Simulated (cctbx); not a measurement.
**Sc2Zn3Fe3Ge3 across an absorption edge**

Space group P-62m (no. 189), a = 7.2290 Å, b = 7.2290 Å, c = 3.8560 Å, α = 90.00°, β = 90.00°, γ = 120.00°.

```
atom  mult.    x       y    z  Ueq (Å²)
 Ge1      3    0  0.3880  1/2    0.0137
 Zn1      3    0  0.1954    0    0.0154
 Fe1      3    0  0.7109  1/2    0.0171
 Sc1      2  2/3     1/3    0    0.0126
```

The model is made up (kin elements in a known structure type, no relaxation), so it says nothing on whether the phase exists.

Calculated with cctbx: free-atom f′ and f″ from the Sasaki tables, no fine structure; amplitudes in electrons.

| E (eV) | F 3 0 1 | F 0 0 1 | F 2 0 0 | F 1 0 1 |
| --- | --- | --- | --- | --- |
| 10503 | 64.6 | 32.8 | 13.2 | 25.2 |
| 10853 | 63.4 | 29.4 | 14.4 | 25.3 |
| 10983 | 62.2 | 27.0 | 15.4 | 25.2 |
| 11043 | 60.9 | 24.9 | 16.3 | 24.9 |
| 11073 | 59.6 | 22.8 | 17.2 | 24.6 |
| 11088 | 58.3 | 20.7 | 18.1 | 24.2 |
| 11095 | 57.1 | 18.9 | 18.9 | 23.9 |
| 11099 | 55.9 | 17.0 | 19.8 | 23.6 |
| 11107 | 56.1 | 16.5 | 20.1 | 23.7 |
| 11111 | 57.7 | 18.9 | 19.0 | 24.1 |
| 11118 | 59.1 | 20.9 | 18.0 | 24.5 |
| 11133 | 60.6 | 23.1 | 17.0 | 24.9 |
| 11163 | 62.0 | 25.3 | 16.0 | 25.3 |
| 11253 | 63.9 | 27.9 | 14.7 | 25.9 |
| 11503 | 66.2 | 30.9 | 13.3 | 26.7 |

**Question.** Which edge is crossed, and why do the reflections move as they do?

The K edge of Ge. The edge is at 11103 eV. f′ of Ge falls from -4.1 e at 10983 eV to -7.5 e at 4 eV below it, and f″ steps from 0.49 to 3.88 e across it. Over that approach |F| changes by -10 % (3 0 1), -37 % (0 0 1), +29 % (2 0 0) and -6 % (1 0 1): a reflection falls where Ge scatters in phase with the total and rises where it scatters against it; it hardly moves where the Ge term is small or cancels by symmetry or lies in quadrature to the total. The f″ term interferes with the normal scattering with opposite sign for the two Friedel mates. These reflections are centric, so their Friedel mates stay equal.

[Logs are printed without paths, hosts, clocks, repeated set-up lines and the standing remarks that a program may print on its own settings, such as how far it seeks lower states.]
